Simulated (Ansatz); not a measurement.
## Slab bands of Ag(111)-(√3×√3)R30°-Sn surface alloy

Wanted: the bands of Ag(111)-(√3×√3)R30°-Sn surface alloy, and its levels against the vacuum.

Program: Ansatz 0.2.0. Level of theory: plane-wave DFT, PBE, Ansatz PAW, in the first sound run; inputs show where later runs differ. Values are calculated unless marked as measured.

## (1) Starting point

The cell holds 15 atoms: 14 Ag and 1 Sn. Its edges and angles: a = 5.009 Å, b = 5.009 Å, c = 28.045 Å, α = 90.0°, β = 90.0°, γ = 60.0°. Vacuum lies along c.

## (2) Relaxation

The structure is relaxed first, because levels and dipoles at a surface follow the positions of the outer atoms.

input.yaml

```yaml
crystal:
  lattice:
    - [5.009206524, 0.0, 0.0]
    - [2.504603262, 4.3381001026, 0.0]
    - [0.0, 0.0, 28.0454504039]
  atoms:
    - { symbol: Ag, position: [0.0, 0.33333333, 0.3209076649] }
    - { symbol: Ag, position: [0.33333333, 0.66666667, 0.3209076649] }
    - { symbol: Ag, position: [0.66666667, 0.0, 0.3209076649] }
    - { symbol: Ag, position: [0.0, 0.0, 0.4051053714] }
    - { symbol: Ag, position: [0.33333333, 0.33333333, 0.4051053714] }
    - { symbol: Ag, position: [0.66666667, 0.66666667, 0.4051053714] }
    - { symbol: Ag, position: [0.0, 0.66666667, 0.4893030778] }
    - { symbol: Ag, position: [0.33333333, 0.0, 0.4893030778] }
    - { symbol: Ag, position: [0.66666667, 0.33333333, 0.4893030778] }
    - { symbol: Ag, position: [0.0, 0.33333333, 0.5735007843] }
    - { symbol: Ag, position: [0.33333333, 0.66666667, 0.5735007843] }
    - { symbol: Ag, position: [0.66666667, 0.0, 0.5735007843] }
    - { symbol: Ag, position: [0.0, 0.0, 0.6576984908] }
    - { symbol: Ag, position: [0.33333333, 0.33333333, 0.6576984908] }
    - { symbol: Sn, position: [0.66666667, 0.66666667, 0.6790923351] }
kpoints:
  mp_grid: { grid: [12, 12, 1] }
hamiltonian:
  xc: pbe
scf:
  occupations: { method: fermi_dirac, width: 0.1 }
  convergence: { dr2_threshold: 1.0e-08 }
efield:
  axis: 3
  dipole_correction: true
  ramp_position: 0.97
  ramp_width: 0.06
relax:
  f_tol: 0.01
  max_steps: 60
  constraints: [{ sites: [0, 1, 2, 3, 4, 5] }]
output:
  write_potential: true
  write_density: true
  volumetric_format: npy
```

Command:

```bash
$ ansatz run input.yaml --threads 8 --pin off --max-ram 12288MiB --backend cpu --events-out ev --progress --plain --runs-dir out
```

The program printed:

```text
Engine: ansatz 0.2.0, aarch64-unknown-linux-gnu
Pseudopotentials: kind: paw
Pseudopotential: Ag, paw, valence charge 19, recommended cutoff 420 eV (normal), Ag.paw.azcp
Pseudopotential: Sn, paw, valence charge 14, recommended cutoff 420 eV (normal), Sn.paw.azcp
Functional definition: PBE
  parameter kappa = 0.804
  parameter beta = 0.066725
  exchange = pbe_x(kappa = kappa, mu = beta*pi^2/3)
  correlation = pbe_c(beta = beta)
Crystal: 15 atoms, lattice volume = 609.440 Å³
Basis set: ecut = 420 eV, 12003 PW (Γ), exchange–correlation on 72×72×384 points (8 copies of the dense FFT grid, shifted against one another)
Bands: 168, of which v1, the nominal top of the filled ones, is band 140 counted from 1 (139 counted from 0)
Symmetry: 6 space group operations
Space group: P31m (ITA 157), of the structure as read, at distance tolerance 8.5e-5 Å
k-points: 19 of 144 (time reversal used)
Non-local potential: Ag, projectors of the file, l = 0: 3, l = 1: 2, l = 2: 2, l = 3: 1
Non-local potential: Sn, projectors of the file, l = 0: 2, l = 1: 2, l = 2: 2, l = 3: 2
PAW form: soft (Blöchl's): semilocal exchange-correlation on the pseudo side does not see the compensation charge
PAW one-centre angular grid: Ag, 590 points (default); XC on 64 Gauss nodes
PAW one-centre angular grid: Sn, 590 points (default); XC on 64 Gauss nodes
Initial density: superposition of atomic densities (neutral atoms: chi_scale 0, normalization atom), corrected by the library's trained network
Initial wavefunctions: pseudopotential atomic-orbital guess
Functional: x = pbe(κ = 0.804, μ = 0.219515), c = pbe(β = 0.066725)
SCF iter   1: F=—  HF=-112290.368317 eV  |F-HF|=—  |Δ(HF+E_count)|=         —  Δρ=1.59e-3  dr2=6.21e-1  ethr=1.77e-3  p=0.037 e·Å  D=1.11e-2 V/Å  ΔV_dip=-0.31 eV  dr2_dipole=3.65e-1  V_vac-E_F(+/−)=4.14/4.45 eV  ⟨swp⟩=6.7  Hψ=12601  notcnv=0  defer=202
efield: sawtooth ramp at fractional position 0.9700 (set: `efield.ramp_position`, or a place that a band, a saddle search or an elastic batch's reference lends), width 0.0600; the density the first Hamiltonian is built on has a dipole p = 0.037 e·Å; the dipole correction subtracts the counter field D = 1.11e-2 V/Å, which shifts the + side's vacuum level by -0.31 eV against the − side's; the planar-averaged density in the ramp window peaks in size at 3.0e-6 e/Å³
preconditioner: auto → LDOS  [metal: Δε(μ)=0.048 eV  Ē_g=10.157 eV  σ=0.100 eV  W_gap=0.12  n_scr=122 (ndim 8)  ℏωp=19.5 eV  f_vac=0.533  D(μ)=4.21/eV (n_scr^D=8)  β→1.0]
SCF iter   2: F=—  HF=-112290.365538 eV  |F-HF|=—  |Δ(HF+E_count)|=   2.78e-3  Δρ=8.37e-4  dr2=2.11e-2  ethr=2.22e-4  p=0.019 e·Å  D=5.74e-3 V/Å  ΔV_dip=-0.16 eV  dr2_dipole=1.09e-2  V_vac-E_F(+/−)=4.27/4.43 eV  ⟨swp⟩=1.6  Hψ=3727  notcnv=0  defer=257
SCF iter   3: F=—  HF=-112290.366141 eV  |F-HF|=—  |Δ(HF+E_count)|=   6.03e-4  Δρ=4.60e-4  dr2=1.45e-3  ethr=7.55e-6  p=0.027 e·Å  D=8.04e-3 V/Å  ΔV_dip=-0.23 eV  dr2_dipole=9.82e-5  V_vac-E_F(+/−)=4.23/4.45 eV  ⟨swp⟩=2.3  Hψ=4765  notcnv=0  defer=257
SCF iter   4: F=—  HF=-112290.365845 eV  |F-HF|=—  |Δ(HF+E_count)|=   2.96e-4  Δρ=1.79e-4  dr2=2.07e-4  ethr=5.17e-7  p=0.026 e·Å  D=7.79e-3 V/Å  ΔV_dip=-0.22 eV  dr2_dipole=3.06e-6  V_vac-E_F(+/−)=4.23/4.45 eV  ⟨swp⟩=2.3  Hψ=5394  notcnv=0  defer=257
SCF iter   5: F=—  HF=-112290.365795 eV  |F-HF|=—  |Δ(HF+E_count)|=   5.08e-5  Δρ=2.69e-5  dr2=5.72e-6  ethr=7.40e-8  p=0.027 e·Å  D=7.89e-3 V/Å  ΔV_dip=-0.22 eV  dr2_dipole=7.90e-10  V_vac-E_F(+/−)=4.23/4.45 eV  ⟨swp⟩=3.6  Hψ=6717  notcnv=0  defer=257
SCF iter   6: F=—  HF=-112290.365997 eV  |F-HF|=—  |Δ(HF+E_count)|=   2.02e-4  Δρ=1.21e-5  dr2=1.57e-6  ethr=2.04e-9  p=0.027 e·Å  D=7.92e-3 V/Å  ΔV_dip=-0.22 eV  dr2_dipole=7.57e-11  V_vac-E_F(+/−)=4.23/4.45 eV  ⟨swp⟩=2.1  Hψ=4784  notcnv=0  defer=251
SCF iter   7: F=—  HF=-112290.365997 eV  |F-HF|=—  |Δ(HF+E_count)|=   1.47e-7  Δρ=3.69e-6  dr2=1.54e-7  ethr=5.61e-10  p=0.027 e·Å  D=7.92e-3 V/Å  ΔV_dip=-0.22 eV  dr2_dipole=8.19e-9  V_vac-E_F(+/−)=4.23/4.45 eV  ⟨swp⟩=2.0  Hψ=4507  notcnv=0  defer=251
SCF iter   8: F=—  HF=-112290.365997 eV  |F-HF|=—  |Δ(HF+E_count)|=   8.06e-8  Δρ=1.46e-6  dr2=1.71e-8  ethr=5.50e-11  p=0.027 e·Å  D=7.92e-3 V/Å  ΔV_dip=-0.22 eV  dr2_dipole=4.77e-11  V_vac-E_F(+/−)=4.23/4.45 eV  ⟨swp⟩=2.1  Hψ=4514  notcnv=0  defer=251
SCF iter   9: F=-112290.365997 eV  HF=-112290.365997 eV  |F-HF|=4.60e-9  |Δ(HF+E_count)|=   2.38e-8  Δρ=4.24e-7  dr2=1.18e-9  ethr=3.57e-12  p=0.027 e·Å  D=7.92e-3 V/Å  ΔV_dip=-0.22 eV  dr2_dipole=1.14e-10  V_vac-E_F(+/−)=4.23/4.45 eV  ⟨swp⟩=8.7  Hψ=19038  notcnv=0
SCF 1 converged in 9 iterations: F = -112290.365997 eV  dr2 = 1.18e-9
  greatest PAW one-centre occupation: 1.000 electrons in one spin orbital (limit 2), on the Ag atom at site 13 (counted from 0), in its partial waves of l = 0
relax step   1: F+E_penalty+E_count = -112290.36599725 eV  Δ(F+E_penalty+E_count) = +0.000e0 eV  max|allowed force component| = 3.484e-1 eV/Å  Δτ_max = 0.0000 Å  (9 SCF iters, accepted)
Initial density: handed on by an earlier stage of this run
Initial wavefunctions: those handed on with the density
iter 1 solved again at ethr=4.71e-5 eV; its pass at ethr=3.10e-3 eV (dr2=1.32e-1 eV) is discarded
SCF iter   1: F=—  HF=-112290.505956 eV  |F-HF|=—  |Δ(HF+E_count)|=         —  Δρ=4.58e-3  dr2=1.30e-1  ethr=4.71e-5  p=0.027 e·Å  D=7.92e-3 V/Å  ΔV_dip=-0.22 eV  dr2_dipole=7.59e-4  V_vac-E_F(+/−)=4.23/4.46 eV  ⟨swp⟩=2.0  Hψ=12646  notcnv=0  defer=274
efield: sawtooth ramp at fractional position 0.9700 (set: `efield.ramp_position`, or a place that a band, a saddle search or an elastic batch's reference lends), width 0.0600; the density the first Hamiltonian is built on has a dipole p = 0.027 e·Å; the dipole correction subtracts the counter field D = 7.92e-3 V/Å, which shifts the + side's vacuum level by -0.22 eV against the − side's; the planar-averaged density in the ramp window peaks in size at 7.8e-7 e/Å³
preconditioner: auto → LDOS  [metal: Δε(μ)=0.037 eV  Ē_g=10.145 eV  σ=0.100 eV  W_gap=0.09  n_scr=122 (ndim 8)  ℏωp=19.5 eV  f_vac=0.531  D(μ)=4.40/eV (n_scr^D=10)  β→1.0]
SCF iter   2: F=—  HF=-112290.495779 eV  |F-HF|=—  |Δ(HF+E_count)|=   1.02e-2  Δρ=3.77e-3  dr2=1.66e-1  ethr=4.63e-5  p=0.027 e·Å  D=8.01e-3 V/Å  ΔV_dip=-0.22 eV  dr2_dipole=3.51e-2  V_vac-E_F(+/−)=4.23/4.46 eV  ⟨swp⟩=2.0  Hψ=5523  notcnv=0  defer=274
[...]
SCF iter   8: F=-112290.482415 eV  HF=-112290.482415 eV  |F-HF|=1.22e-8  |Δ(HF+E_count)|=   9.12e-8  Δρ=7.96e-7  dr2=5.83e-9  ethr=3.57e-12  p=0.010 e·Å  D=3.09e-3 V/Å  ΔV_dip=-0.09 eV  dr2_dipole=3.52e-10  V_vac-E_F(+/−)=4.37/4.45 eV  ⟨swp⟩=9.2  Hψ=20161  notcnv=0
SCF 3 converged in 8 iterations: F = -112290.482415 eV  dr2 = 5.83e-9
relax step   3: F+E_penalty+E_count = -112290.48241470 eV  Δ(F+E_penalty+E_count) = -1.982e-2 eV  max|allowed force component| = 5.074e-2 eV/Å  Δτ_max = 0.1749 Å  (8 SCF iters, accepted)
SCF iter   1: F=—  HF=-112290.484422 eV  |F-HF|=—  |Δ(HF+E_count)|=         —  Δρ=4.15e-4  dr2=1.03e-3  ethr=2.45e-6  p=0.010 e·Å  D=3.09e-3 V/Å  ΔV_dip=-0.09 eV  dr2_dipole=8.16e-5  V_vac-E_F(+/−)=4.37/4.46 eV  ⟨swp⟩=3.5  Hψ=8443  notcnv=0  defer=302
efield: sawtooth ramp at fractional position 0.9700 (set: `efield.ramp_position`, or a place that a band, a saddle search or an elastic batch's reference lends), width 0.0600; the density the first Hamiltonian is built on has a dipole p = 0.010 e·Å; the dipole correction subtracts the counter field D = 3.09e-3 V/Å, which shifts the + side's vacuum level by -0.09 eV against the − side's; the planar-averaged density in the ramp window peaks in size at 8.2e-7 e/Å³
preconditioner: auto → LDOS  [metal: Δε(μ)=0.013 eV  Ē_g=10.195 eV  σ=0.100 eV  W_gap=0.03  n_scr=122 (ndim 8)  ℏωp=19.5 eV  f_vac=0.532  D(μ)=4.45/eV (n_scr^D=10)  β→1.0]
SCF iter   2: F=—  HF=-112290.484420 eV  |F-HF|=—  |Δ(HF+E_count)|=   1.21e-6  Δρ=3.52e-4  dr2=1.05e-3  ethr=3.69e-7  p=0.011 e·Å  D=3.32e-3 V/Å  ΔV_dip=-0.09 eV  dr2_dipole=2.80e-5  V_vac-E_F(+/−)=4.36/4.45 eV  ⟨swp⟩=2.1  Hψ=6356  notcnv=0  defer=302
SCF iter   3: F=—  HF=-112290.484145 eV  |F-HF|=—  |Δ(HF+E_count)|=   2.75e-4  Δρ=5.72e-5  dr2=2.51e-5  ethr=3.69e-7  p=0.010 e·Å  D=3.02e-3 V/Å  ΔV_dip=-0.08 eV  dr2_dipole=4.46e-6  V_vac-E_F(+/−)=4.37/4.45 eV  ⟨swp⟩=2.0  Hψ=5289  notcnv=0  defer=302
SCF iter   4: F=—  HF=-112290.484121 eV  |F-HF|=—  |Δ(HF+E_count)|=   2.45e-5  Δρ=2.88e-5  dr2=5.49e-6  ethr=8.95e-9  p=0.010 e·Å  D=3.02e-3 V/Å  ΔV_dip=-0.08 eV  dr2_dipole=2.95e-8  V_vac-E_F(+/−)=4.37/4.45 eV  ⟨swp⟩=3.0  Hψ=6058  notcnv=0  defer=302
SCF iter   5: F=—  HF=-112290.484306 eV  |F-HF|=—  |Δ(HF+E_count)|=   1.85e-4  Δρ=4.47e-6  dr2=1.26e-7  ethr=1.96e-9  p=0.010 e·Å  D=3.01e-3 V/Å  ΔV_dip=-0.08 eV  dr2_dipole=2.26e-8  V_vac-E_F(+/−)=4.37/4.45 eV  ⟨swp⟩=2.0  Hψ=5568  notcnv=0  defer=302
SCF iter   6: F=—  HF=-112290.484306 eV  |F-HF|=—  |Δ(HF+E_count)|=   1.95e-7  Δρ=1.81e-6  dr2=1.82e-8  ethr=4.50e-11  p=0.010 e·Å  D=3.01e-3 V/Å  ΔV_dip=-0.08 eV  dr2_dipole=1.16e-9  V_vac-E_F(+/−)=4.37/4.45 eV  ⟨swp⟩=2.9  Hψ=6058  notcnv=0  defer=302
SCF iter   7: F=-112290.484306 eV  HF=-112290.484306 eV  |F-HF|=1.91e-9  |Δ(HF+E_count)|=   5.62e-8  Δρ=9.79e-7  dr2=7.53e-9  ethr=3.57e-12  p=0.010 e·Å  D=3.01e-3 V/Å  ΔV_dip=-0.08 eV  dr2_dipole=3.44e-11  V_vac-E_F(+/−)=4.37/4.45 eV  ⟨swp⟩=9.1  Hψ=19859  notcnv=0
SCF 4 converged in 7 iterations: F = -112290.484306 eV  dr2 = 7.53e-9
relax step   4: F+E_penalty+E_count = -112290.48430639 eV  Δ(F+E_penalty+E_count) = -1.892e-3 eV  max|allowed force component| = 6.145e-3 eV/Å  Δτ_max = 0.0213 Å  (7 SCF iters, accepted)
NSCF: frozen V_eff on 19 k-points
the band table was solved once a step of the walk had ended and its energy, with any forces and stress, was formed, with the checks that follow a solve (15577 applications of the Hamiltonian). They found nothing against the state; the energy, forces and stress were not computed again (output.eigenvalues in the input reference)
WARN: The output density's exchange-correlation potential varies sharply where the density is thin. Do not read a vacuum level from v_tot or v_xc, or from such a field of the output density. On a cell that repeats whose density bears no net charge and no dipole along the vacuum's axis use v_es (v_loc + v_h of the components); under efield.dipole_correction with no amplitude use v_es + v_field, which holds any externa [...]
SCF converged after 7 iterations
Free energy (F): -112290.484306 eV
Harris-Foulkes:  -112290.484306 eV  (|F-HF|=1.91e-9)
Internal energy: -112290.337334 eV  (E = F + TS)
E sigma→0 (E₀):  -112290.410820 eV
Entropy (-TS):   -0.146973 eV (-9.798 meV/atom)
Fermi energy:    4.822732 eV
Dipole field:    D = 0.003006 V/Å  (p = 0.010125 e·Å, saw-weighted, corrected)
Work function:   Φ+ = 4.3684 eV   Φ− = 4.4527 eV
Levels:          The Fermi level and band energies are counted from a zero that moves with the ramp; work functions are not
--- Per-component energies (eV) ---
  E_band       = -6763.375140
  E_kinetic    = 7567.385150
  E_local      = -541625.250398  (includes V_loc(G=0)·N_el)
  E_nonlocal   = 1088.844528
  E_hartree    = 267853.258476
  E_xc         = -2967.521869
  E_vxc        = -3380.167789  (∫ρ·V_xc dr)
  E_paw        = -58767.042995  (= ΣΔE_a)
  E_vpaw       = -6120.952093  (= ΣTr[D̂ρ^β])
  E_aug_tail   = 0.004539  (compensation charges beyond the density's cutoff)
  E_efield     = 0.000015  (sawtooth field / dipole correction)
  E_vefield    = 0.252047  (∫n·V_field dr)
  E_ewald      = 214559.985220
  E_smearing   = -0.146973  (= −TS)
  E_closure    = -0.000000  (closes the sum)
  Σ components = -112290.484306   (vs F -112290.484306, Δ=0.00e0)
--- Forces (eV/Å), atoms counted from 1 ---
  atom   1  Ag     0.00392285    -0.00679457    -0.15727840
  atom   2  Ag    -0.00784570     0.00000000    -0.15727840
  atom   3  Ag     0.00392285     0.00679457    -0.15727840
  atom   4  Ag     0.00000000    -0.00000000     0.13022327
  atom   5  Ag     0.00000000     0.00000000     0.13022327
  atom   6  Ag     0.00000000    -0.00000000     0.20200243
  atom   7  Ag    -0.00125851    -0.00000000     0.00367335
  atom   8  Ag     0.00062925    -0.00108990     0.00367335
  atom   9  Ag     0.00062925     0.00108990     0.00367335
  atom  10  Ag    -0.00161606     0.00279909     0.00236621
  atom  11  Ag     0.00323211     0.00000000     0.00236621
  atom  12  Ag    -0.00161606    -0.00279909     0.00236621
  atom  13  Ag     0.00000000    -0.00000000    -0.00129052
  atom  14  Ag     0.00000000     0.00000000    -0.00129052
  atom  15  Sn    -0.00000000     0.00000000    -0.00614473
  max |Σ_I F_I| component: 6.68e-6 eV/Å
--- Band table (eV; the first three rows and the last of 19) ---
  k-point 0: bands = [... 136 lower, 4.5784, 5.4364, 6.5706, 6.5706, 7.6716, 7.6716, 8.1176, 8.1189, ... 24 higher]
  k-point 1: bands = [... 136 lower, 4.7073, 5.1047, 6.1442, 6.3992, 6.9562, 7.4524, 7.5708, 7.7482, ... 24 higher]
  k-point 2: bands = [... 136 lower, 4.3189, 5.0596, 5.4656, 5.6988, 6.0680, 6.5698, 6.8549, 7.2178, ... 24 higher]
  k-point 18: bands = [... 136 lower, 2.0215, 2.6321, 3.0145, 3.0145, 4.2043, 4.6680, 4.6680, 5.9257, ... 24 higher]
--- Relaxed structure (4 steps of the walk, 4 accepted, 0 SCFs on fresh bases) ---
  F+E_penalty+E_count = -112290.48430639 eV   max|allowed force component| = 6.145e-3 eV/Å
  atoms:
    - { symbol: Ag, position: [1.666667e-9, 0.333333, 0.320908] }
    - { symbol: Ag, position: [0.333333, 0.666667, 0.320908] }
    - { symbol: Ag, position: [0.666667, 1.666667e-9, 0.320908] }
    - { symbol: Ag, position: [0.0, 0.0, 0.4051053714] }
    - { symbol: Ag, position: [0.333333, 0.333333, 0.4051053714] }
    - { symbol: Ag, position: [0.666667, 0.666667, 0.4051053714] }
    - { symbol: Ag, position: [0.0016688, 0.666667, 0.491117] }
    - { symbol: Ag, position: [0.331665, 0.0016688, 0.491117] }
    - { symbol: Ag, position: [0.666667, 0.331665, 0.491117] }
    - { symbol: Ag, position: [-0.0016305, 0.334964, 0.577429] }
    - { symbol: Ag, position: [0.334964, 0.666667, 0.577429] }
    - { symbol: Ag, position: [0.666667, -0.0016305, 0.577429] }
    - { symbol: Ag, position: [1.024856e-18, -2.049712e-18, 0.666266] }
    - { symbol: Ag, position: [0.333333, 0.333333, 0.666266] }
    - { symbol: Sn, position: [0.666667, 0.666667, 0.671627] }
```

The job ended after 3.2 min (8 threads of Arm Neoverse N1, shared host; peak memory 4.4 GiB).

Relaxation path:

```csv
step,energy less that of the first step (eV),largest force component (eV/Å)
1,0.0000,0.3484
2,-0.0966,0.1648
3,-0.1164,0.0507
4,-0.1183,0.0061
```

The run keeps the 6 symmetry operations that the program found, so distortions that break them were not tested.

The atoms that moved most (Å):

```csv
atom,dx,dy,dz,length
Ag14,0.000,0.000,0.240,0.240
Ag13,0.000,0.000,0.240,0.240
Sn15,0.000,0.000,-0.209,0.209
Ag12,-0.004,-0.007,0.110,0.110
Ag10,-0.004,0.007,0.110,0.110
Ag11,0.008,0.000,0.110,0.110
Ag9,-0.004,-0.007,0.051,0.052
Ag7,0.008,0.000,0.051,0.052
```

Read from the output:

| Item | Value |
| --- | --- |
| energy at zero smearing | -112290.4108 eV |
| work function, upper face | 4.368 eV |
| work function, lower face | 4.453 eV |
| dipole along the normal | 0.01012 e·Å |
| step between the vacuum levels | -0.08433 eV |

The relaxation took 4 steps and lowered the energy by 0.12 eV; the largest force on the free atoms ends at 0.0061 eV/Å.

The work function of the upper face is 4.37 eV.

(Part 1 of 3 ends here.)

[Long decimals in the printed logs are rounded to 6 places.]

[Logs are printed without paths, hosts, clocks, repeated set-up lines and the standing remarks that a program may print on its own settings, such as how far it seeks lower states.]

[Hosts, paths, dates, database ids (printed as entryN), source tags and the programs' standing remarks are cut or masked in the printed files.]

[Maps of the electrostatic potential energy from Ansatz leave out the sawtooth potential of an applied field or a dipole correction, so their vacuum need not be flat; planar profiles and work functions include it.]
